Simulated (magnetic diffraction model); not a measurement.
**Magnetic neutron pattern of DyTl2Ge2**

Space group I4/mmm (no. 139), a = 4.5450 Å, c = 12.4360 Å.

| site | atom | x | y | z |
| --- | --- | --- | --- | --- |
| 4d | Tl | 1/2 | 0 | 1/4 |
| 2a | Dy | 0 | 0 | 0 |
| 4e | Ge | 0 | 0 | 0.3900 |

This is a made-up structure (elements placed in a structure type, unrelaxed), so the numbers test the method and describe no known phase.

Only Dy is taken to order (form factors of Dy3+); orders and moment sizes are assumed, and not adapted to the symmetry. Radiation: neutrons of λ = 2.36 Å (absorption by Dy left out), 8° to 90°; isotropic B of 0.31 Å² (Tl), 0.39 Å² (Dy) and 0.54 Å² (Ge). Simulated constant-wavelength pattern: nuclear and magnetic terms add, the magnetic one as |2.695 fm × Σ f S⊥ exp(2πi Q·r) exp(−B s²)|², summed over all Q at one angle with the factor 1/(sin²θ cos θ). For collinear order S is the moment m, which repeats by lattice and centring translations R with the sign exp(−2πi k·R). Free-ion form factors, Sears's scattering lengths of 1992, no absorption; a label names one of the reflections at its angle. The strongest nuclear line in the range is 100, and lines under 0.2 are left out.

Assume the order k = (0 0 0), collinear moments along [101], 8.07 μB on Dy.

Predict the pattern, nuclear and magnetic parts apart.

```
2θ (°)    index  nuclear  magnetic
 21.88  (0 0 2)      0.5       4.2
 32.09  (1 0 1)      2.8      53.7
 43.08  (1 1 0)     10.8      15.9
 44.61  (0 0 4)      7.8       0.9
 45.32  (1 0 3)     49.5      14.8
 48.83  (1 1 2)    100.0      19.6
 62.56  (2 0 0)     60.9       6.9
 63.75  (1 1 4)     11.5       7.3
 65.48  (1 0 5)     46.1       4.1
 67.12  (2 0 2)      0.2      10.6
 69.41  (0 0 6)      0.9       0.3
 72.06  (2 1 1)      1.5      19.8
 80.06  (2 0 4)     12.8       5.6
 80.57  (2 1 3)     40.8      13.2
 85.29  (1 1 6)     21.1       2.7
```

The strongest magnetic line in the range is (1 0 1) at 32.09° (53.7). On top of the Lorentz factor, which all lines share, magnetic lines fade with angle because f falls: for Dy3+ it is 0.96, 0.84, 0.69 and 0.41 at sin θ/λ = 0.1, 0.2, 0.3 and 0.5 Å⁻¹, while nuclear lengths stay constant. The net moment is 8.07 μB a primitive cell.

[Logs are printed without paths, hosts, clocks, repeated set-up lines and the standing remarks that a program may print on its own settings, such as how far it seeks lower states.]
